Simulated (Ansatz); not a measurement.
# Co(0001): modes of surface species, part 2 of 2

Aim: bond lengths and vibrational modes of species bound on Co(0001).

Ansatz 0.2.0; DFT PBE, scalar-relativistic, plane waves, PAW; PAW set soft_1.

So far. Step 5 (Relaxation in the fixed cell: H at the hcp hollow site …): The largest force component left on a free atom is 0.44 meV/Å. Step 6 (Modes of the chosen sites: H at the hcp hollow site …): The highest mode of the block lies at 1164.7 cm⁻¹; the acoustic sum rule moved it by 0.0 cm⁻¹.

## 7. Letting the atoms settle: H at the hcp hollow site, 0.25 monolayer

The slab carries H at the hcp hollow site, 0.25 monolayer. The typed slab is scaled evenly to the volume of the relaxed bulk, at the typed c/a. The lowest layers are held, and the other atoms relax. The program lengthens the typed cell of 21.6 Å along the normal to 37.1 Å, as its cut-off of the electrostatics needs, and moves no atom.

System of this step: H at the hcp hollow site, 0.25 monolayer on Co(0001). The cell holds 17 atoms: 16 Co and 1 H. Its edges and angles: a = 4.985 Å, b = 4.985 Å, c = 37.092 Å, α = 90.0°, β = 90.0°, γ = 60.0°. It derives from Co. Vacuum lies along c.

input.yaml reads:

```yaml
crystal:
  lattice:
    - [4.9850478066, 0.0, 0.0]
    - [2.4925239033, 4.3171810118, 0.0]
    - [0.0, 0.0, 21.6011293949]
  atoms:
    - { symbol: Co, position: [0.833333, 0.333333, 0.346166], spin: 1.6 }
    - { symbol: Co, position: [0.333333, 0.333333, 0.346166], spin: 1.6 }
    - { symbol: Co, position: [0.833333, 0.833333, 0.346166], spin: 1.6 }
    - { symbol: Co, position: [0.333333, 0.833333, 0.346166], spin: 1.6 }
    - { symbol: Co, position: [0.0, 0.0, 0.439631], spin: 1.6 }
    - { symbol: Co, position: [0.5, 0.0, 0.439631], spin: 1.6 }
    - { symbol: Co, position: [0.0, 0.5, 0.439631], spin: 1.6 }
    - { symbol: Co, position: [0.5, 0.5, 0.439631], spin: 1.6 }
    - { symbol: Co, position: [0.833333, 0.333333, 0.533095], spin: 1.6 }
    - { symbol: Co, position: [0.333333, 0.333333, 0.533095], spin: 1.6 }
    - { symbol: Co, position: [0.833333, 0.833333, 0.533095], spin: 1.6 }
    - { symbol: Co, position: [0.333333, 0.833333, 0.533095], spin: 1.6 }
    - { symbol: Co, position: [0.0, 0.0, 0.62656], spin: 1.6 }
    - { symbol: Co, position: [0.5, 0.0, 0.62656], spin: 1.6 }
    - { symbol: Co, position: [0.0, 0.5, 0.62656], spin: 1.6 }
    - { symbol: Co, position: [0.5, 0.5, 0.62656], spin: 1.6 }
    - { symbol: H, position: [0.333333, 0.333333, 0.653834] }
  periodic: [true, true, false]
kpoints:
  mp_grid: { grid: [6, 6, 1] }
hamiltonian:
  xc: pbe
  pseudopotentials: { kind: paw, azcp: { folder: soft_1 } }
scf:
  occupations: { method: gaussian, width: 0.1 }
output:
  forces: true
  eigenvalues: true
  populations: true
magnetization:
  spin_polarized: true
relax:
  adjacent_minimum: "off"
  f_tol: 0.003
  max_steps: 120
  constraints: [{ sites: [0, 1, 2, 3, 4, 5, 6, 7] }]
```

Started as:

```console
ansatz run input.yaml --threads 8 --pin off --max-ram 20480MiB --backend cpu --events-out ev --progress --plain --runs-dir out
```

It took 8.8 min on 8 threads of Arm Neoverse N1, shared host; peak memory 5.4 GiB.

Step by step:

```
step  energy less that of the first step (eV)  largest force component (eV/Å)
   1                                   0.0000                          1.6845
   2                                  -0.2454                          1.1223
   3                                  -0.4073                          0.0944
   4                                  -0.4112                          0.0152
   5                                  -0.4113                          0.0065
   6                                  -0.4113                          0.0003
```

The run keeps the 6 symmetry operations that it works with, so distortions that break them were not tested.

The atoms that moved most (Å):

```
atom      dx      dy      dz  length
 H17   0.000   0.000   0.361   0.361
 Co9   0.000   0.001   0.048   0.048
Co12   0.001   0.000   0.048   0.048
Co11  -0.001   0.000   0.048   0.048
Co10   0.000   0.000   0.044   0.044
Co13   0.000   0.000  -0.034   0.034
Co15  -0.011   0.006  -0.009   0.015
Co14   0.000  -0.013  -0.009   0.015
```

The largest force component left on a free atom is 0.31 meV/Å.

## 8. Modes of the chosen sites: H at the hcp hollow site, 0.25 monolayer

Only 4 sites are displaced (3 Co and 1 H), with their periodic images, and all others stay at rest. This gives the modes that are localised on these sites for less work than the whole matrix.

input.yaml reads:

```yaml
crystal:
  lattice:
    - [4.9850495226, 0.0, 0.0]
    - [2.4925247613, 4.3171795257, 0.0]
    - [0.0, 0.0, 37.0919525573]
  atoms:
    - { symbol: Co, position: [0.8333333333, 0.3333333333, 0.2015956573], spin: 2.01 }
    - { symbol: Co, position: [0.3333333333, 0.3333333333, 0.2015956573], spin: 2.02 }
    - { symbol: Co, position: [0.8333333333, 0.8333333333, 0.2015956573], spin: 2.01 }
    - { symbol: Co, position: [0.3333333333, 0.8333333333, 0.2015956573], spin: 2.01 }
    - { symbol: Co, position: [0.0, 0.0, 0.2560265897], spin: 1.94 }
    - { symbol: Co, position: [0.5, 0.0, 0.2560265897], spin: 1.95 }
    - { symbol: Co, position: [0.0, 0.5, 0.2560265897], spin: 1.95 }
    - { symbol: Co, position: [0.5, 0.5, 0.2560265897], spin: 1.95 }
    - { symbol: Co, position: [0.8332399948, 0.3335200105, 0.3117445232], spin: 1.93 }
    - { symbol: Co, position: [0.3333333333, 0.3333333333, 0.3116362978], spin: 1.97 }
    - { symbol: Co, position: [0.8332399948, 0.8332399948, 0.3117445232], spin: 1.93 }
    - { symbol: Co, position: [0.3335200105, 0.8332399948, 0.3117445232], spin: 1.93 }
    - { symbol: Co, position: [0.0, 0.0, 0.3639845699], spin: 2.04 }
    - { symbol: Co, position: [0.5014867826, -0.0029735652, 0.3646560222], spin: 1.71 }
    - { symbol: Co, position: [-0.0029735652, 0.5014867826, 0.3646560222], spin: 1.71 }
    - { symbol: Co, position: [0.5014867826, 0.5014867826, 0.3646560222], spin: 1.71 }
    - { symbol: H, position: [0.3333333333, 0.3333333333, 0.39051426] }
  periodic: [true, true, false]
kpoints:
  mp_grid: { grid: [6, 6, 1] }
hamiltonian:
  xc: pbe
  pseudopotentials: { kind: paw, azcp: { folder: soft_1 } }
scf:
  occupations: { method: gaussian, width: 0.1 }
output:
  eigenvalues: true
magnetization:
  spin_polarized: true
phonons:
  method: fd
  supercell: [1, 1, 1]
  displaced_sites: [13, 14, 15, 16]
  rigid_motions: translations
```

Elapsed: 19 min, on 8 threads; peak memory 7.5 GiB.

The other atoms of the cell are at rest; shares are of the kinetic energy, a minus sign marks an imaginary mode, and where like sites share a mode the one named is one choice of several. Modes of the displaced sites:

```csv
mode,frequency (cm⁻¹),share of Co (%),share of H (%),site with the largest share,its share (%)
1,117.0,99,1,Co14,52
2,117.0,99,1,Co15,43
3,159.3,100,0,Co15,33
4,178.6,99,1,Co15,33
5,183.6,100,0,Co15,50
6,183.6,100,0,Co14,66
7,217.1,100,0,Co14,53
8,217.1,100,0,Co16,43
9,257.5,99,1,Co14,33
10,871.2,1,99,H17,99
11,871.2,1,99,H17,99
12,1117.4,2,98,H17,98
```

The same force constants with another mass on the added atoms, against the natural mean mass; listed are the real modes with at least half of their motion on these atoms, followed through small steps of mass, less those that pass through avoided crossings, where the squared overlap of new and old mass-weighted patterns is under 0.8. Modes after a change of mass:

| substitution | mode | frequency (cm⁻¹) | after (cm⁻¹) | ratio |
| --- | --- | --- | --- | --- |
| D for H | 10 | 871.2 | 620.5 | 1.404 |
| D for H | 11 | 871.2 | 620.5 | 1.404 |
| D for H | 12 | 1117.4 | 797.0 | 1.402 |

The highest mode of the block lies at 1117.4 cm⁻¹; the acoustic sum rule moved it by 0.0 cm⁻¹.

## 9. All members side by side

The members are set side by side.

The anchoring bond is the shortest distance from the first added atom to the slab, and like atoms elsewhere in the cell can differ; degenerate modes stand as often as they occur. The species side by side:

| species | coverage (monolayer) | anchoring bond | its length (Å) | highest level (cm⁻¹) | second (cm⁻¹) | third (cm⁻¹) |
| --- | --- | --- | --- | --- | --- | --- |
| H at the hcp hollow site | 1 | H-Co | 1.705 | 1182 | 1005 | 1005 |
| H at the hcp hollow site | 0.5 | H-Co | 1.708 | 1165 | 997.5 | 785 |
| H at the hcp hollow site | 0.25 | H-Co | 1.74 | 1117 | 871.2 | 871.2 |

## 10. Outcome

| Quantity | Value |
| --- | --- |
| highest mode of the block of 2 sites, H at the hcp hollow site, 1 monolayer | 1182.0 cm⁻¹ |
| highest mode of the block of 3 sites, H at the hcp hollow site, 0.5 monolayer | 1164.7 cm⁻¹ |
| highest mode of the block of 4 sites, H at the hcp hollow site, 0.25 monolayer | 1117.4 cm⁻¹ |

With H at the hcp hollow site, 1 monolayer the highest mode of the block lies at 1182 cm⁻¹, 98 % on H. With H at the hcp hollow site, 0.5 monolayer the highest mode of the block lies at 1165 cm⁻¹, 98 % on H. With H at the hcp hollow site, 0.25 monolayer the highest mode of the block lies at 1117 cm⁻¹, 98 % on H. With all atoms beyond the displaced ones at rest, modes that spread into the slab are only rough; stretches of light atoms, well above the modes of the substrate atoms, are the least affected. Periodic images of the cell move in phase at the zone centre, so coupling to the images is part of these frequencies. Modes of hydrogen are strongly anharmonic, so measured lines can lie well away from these harmonic values. These are harmonic frequencies at zero temperature: anharmonic shifts, linewidths and thermal expansion are left out. The slab runs start from parallel moments, as in the ferromagnetic bulk.

[Logs are printed without paths, hosts, clocks, repeated set-up lines and the standing remarks that a program may print on its own settings, such as how far it seeks lower states.]

[Hosts, paths, dates, database ids (printed as entryN), source tags and the programs' standing remarks are cut or masked in the printed files.]
